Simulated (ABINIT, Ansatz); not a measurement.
# A GW run on KRb2GaF6 (Fm-3m) in ABINIT, with inputs changed

A base run on KRb2GaF6 (Fm-3m), then changed inputs.

Program: ABINIT 10.8.3. Level of theory: PBEsol and many-body steps on it, plane waves. Results are calculated unless marked as measured.

Report form: the programs' logs are mostly left out.

## Step 1: Starting point

The structure is cubic, space group Fm-3m (No. 225). The conventional cell has a = 8.757 Å, b = 8.757 Å, c = 8.757 Å, α = 90.00°, β = 90.00°, γ = 90.00°. Nearest to K lie 6 F at 2.48 Å. Nearest to Rb lie 12 F at 3.11 Å. Ga has 6 F at 1.90 Å nearest. F has 1 Ga at 1.90 Å and 1 K at 2.48 Å and 4 Rb at 3.11 Å nearest. Farther neighbours and most contacts between anions are not listed.

The cell and positions are those that the Materials Project relaxed with its own functionals (PBE, PBE+U or r2SCAN), kept fixed.

## Step 2: Screening, 2×2×2 mesh, 249 bands, screening to 141.5 eV

This step: ABINIT 10.8.3; RPA screening on PBEsol, plane waves, norm-conserving pseudopotentials.

The RPA dielectric matrix is built and inverted for each q.

Contents of run.abi:

```
acell 3*1.0 Angstrom
rprim 
  -0.000000000000 4.378547672900 4.378547672900
  4.378547672900 -0.000000000000 4.378547672900
  4.378547672900 4.378547672900 -0.000000000000
ntypat 4
znucl 19 37 31 9
natom 10
typat 1 2 2 3 4 4 4 4 4 4
xred 
  0.500000000000 0.500000000000 0.500000000000
  0.750000000000 0.750000000000 0.750000000000
  0.250000000000 0.250000000000 0.250000000000
  0.000000000000 0.000000000000 0.000000000000
  0.783440950000 0.216559050000 0.783440950000
  0.216559050000 0.216559050000 0.783440950000
  0.783440950000 0.783440950000 0.216559050000
  0.783440950000 0.216559050000 0.216559050000
  0.216559050000 0.783440950000 0.216559050000
  0.216559050000 0.783440950000 0.783440950000
pp_dirpath "pseudos"
pseudos "K.upf, Rb.upf, Ga.upf, F.upf"
ecut 45
ngkpt 2 2 2
nshiftk 1
shiftk 0 0 0
kptopt 1
chksymbreak 0
istwfk *1
occopt 1
irdwfk 1
optdriver 3
nband 249
ecuteps 5.2
inclvkb 2
awtr 1
symchi 1
indata_prefix "in"
outdata_prefix "out"
tmpdata_prefix "tmp"
```

Run with:

```
$ OMP_NUM_THREADS=1 mpirun -n 8 abinit run.abi > log
```

The job ended after 5.1 min (8 MPI ranks of Arm Neoverse N1, shared host; peak memory 5.8 GiB; 41 min of CPU time).

This step gave:

| Item | Value |
| --- | --- |
| ε∞ with local fields, on this mesh, along the program's q direction | 2.064 |
| the same without local fields | 2.274 |
| plasma frequency | 27.19 eV |
| plane waves in the screening matrix | 645 |

Local fields lower ε∞ by 9 %. On a Γ-centred mesh this coarse the value itself is usually too large, while a short band sum pulls it down.

## Step 3: Base

The self-energy is evaluated for the states that the input lists, and the levels follow from it, in one-shot runs by the linearised quasiparticle equation.

This step: G0W0 on PBEsol, plane waves, norm-conserving pseudopotentials.

Changes to run.abi since step 2:

```diff
@@ -31,8 +31,15 @@
 irdwfk 1
-optdriver 3
+optdriver 4
 nband 249
+gwcalctyp 0
+ecutsigx 45
+symsigma 1
+nkptgw 1
+kptgw 
+  0.0000000000 0.0000000000 0.0000000000
+bdgw 
+  43 48
 ecuteps 5.2
-inclvkb 2
-awtr 1
-symchi 1
+irdscr 1
+ppmodel 1
 indata_prefix "in"
```

Elapsed: 39 s, on 8 MPI ranks; peak memory 3.8 GiB; 5.2 min of CPU time.

This step gave:

```yaml
g0w0_gap_on_the_points_computed: 9.751 eV
starting_gap_on_the_mesh: 6.190 eV
k_of_the_valence_top: 0, 0, 0
k_of_the_conduction_bottom: 0, 0, 0
z_at_the_valence_top: 0.813
z_at_the_conduction_bottom: 0.892
least_direct_g0w0_gap_on_the_computed_points: 9.751 eV
```

The gap on the mesh goes from 6.19 eV to 9.75 eV, a correction of +3.56 eV.

## Step 4: Broadening of the poles

Changes to run.abi since step 3:

```diff
@@ -44,2 +44,3 @@
 ppmodel 1
+zcut 1.0 eV
 indata_prefix "in"
```

Run time: 35 s. Hardware: 8 MPI ranks; peak memory 3.8 GiB.

Numbers from this step:

- G0W0 gap on the points computed: 9.751 eV
- starting gap on the mesh: 6.190 eV
- k of the valence top: 0, 0, 0
- k of the conduction bottom: 0, 0, 0
- Z at the valence top: 0.813
- Z at the conduction bottom: 0.892
- least direct G0W0 gap on the computed points: 9.751 eV

Against G0W0 in ABINIT (2×2×2 mesh, 249 bands, screening to 141.5 eV, Godby-Needs plasmon pole), the gap moves by +0.000 eV.

## Step 5: Exchange cutoff of one hartree

Changes to run.abi since step 4:

```diff
@@ -34,3 +34,3 @@
 gwcalctyp 0
-ecutsigx 45
+ecutsigx 1
 symsigma 1
@@ -44,3 +44,2 @@
 ppmodel 1
-zcut 1.0 eV
 indata_prefix "in"
```

Run time: 13 s. Hardware: 8 MPI ranks; peak memory 2.4 GiB; 99 s of CPU time.

The run ended normally, though the input holds a fault or crude settings.

The fault put into this input: exchange cutoff of one hartree. It printed a gap of 4.92 eV, an artefact of the input.

## Step 6: The runs together

Times are wall times on 8 MPI ranks of Arm Neoverse N1, shared host, good to a factor of about two. A run's time includes the screening step that it read.

```
                    run   mesh  bands  screening cutoff (eV)  DFT gap (eV)  gap on the mesh (eV)  direct (eV)  ε∞ used     time
                   base  2×2×2    249                  141.5         6.190                 9.751        9.751     2.06  5.7 min
broadening of the poles  2×2×2    249                  141.5         6.190                 9.751        9.751     2.06  5.7 min
```

## Step 7: Summary of results

- base: 9.751 eV
- broadening of the poles: 9.751 eV
- known limits: not at the basis limit; no spin-orbit coupling; coarse k mesh

Broadening of the poles: no change against base (keys changed: zcut). Bands and cutoff are finite, so the gap is not at the basis limit. The miss can reach some tenths of an eV and take either sign; the mesh is an error of its own. In the G0W0 runs levels were corrected at 1 k point alone, so a gap called «on the mesh» is the least over those, and an edge elsewhere would be missed. The 2×2×2 mesh is coarse for this cell, which bears on the long-range parts of exchange and screening. The many-body steps are scalar-relativistic: spin-orbit coupling is not in them.

[Paths, hosts, dates, memory and timing lines, banners, echoed tables and standing remarks are left out of the program output.]

[Logs are printed without paths, hosts, clocks, repeated set-up lines and the standing remarks that a program may print on its own settings, such as how far it seeks lower states.]

[Runs of the session that timed out or met a known fault of the program may be left out.]

[Hosts, paths, dates, database ids (printed as entryN), source tags and the programs' standing remarks are cut or masked in the printed files.]

[G0W0 gaps are taken among the corrected bands and points alone; a level outside them can change the order at an edge.]

[Where Ansatz stands beside ABINIT at settings called matched, ABINIT's density can come from a denser mesh and the files from another edition; pairs whose starting gaps differed by over 0.03 eV were left out, so agreement reads better than it is.]
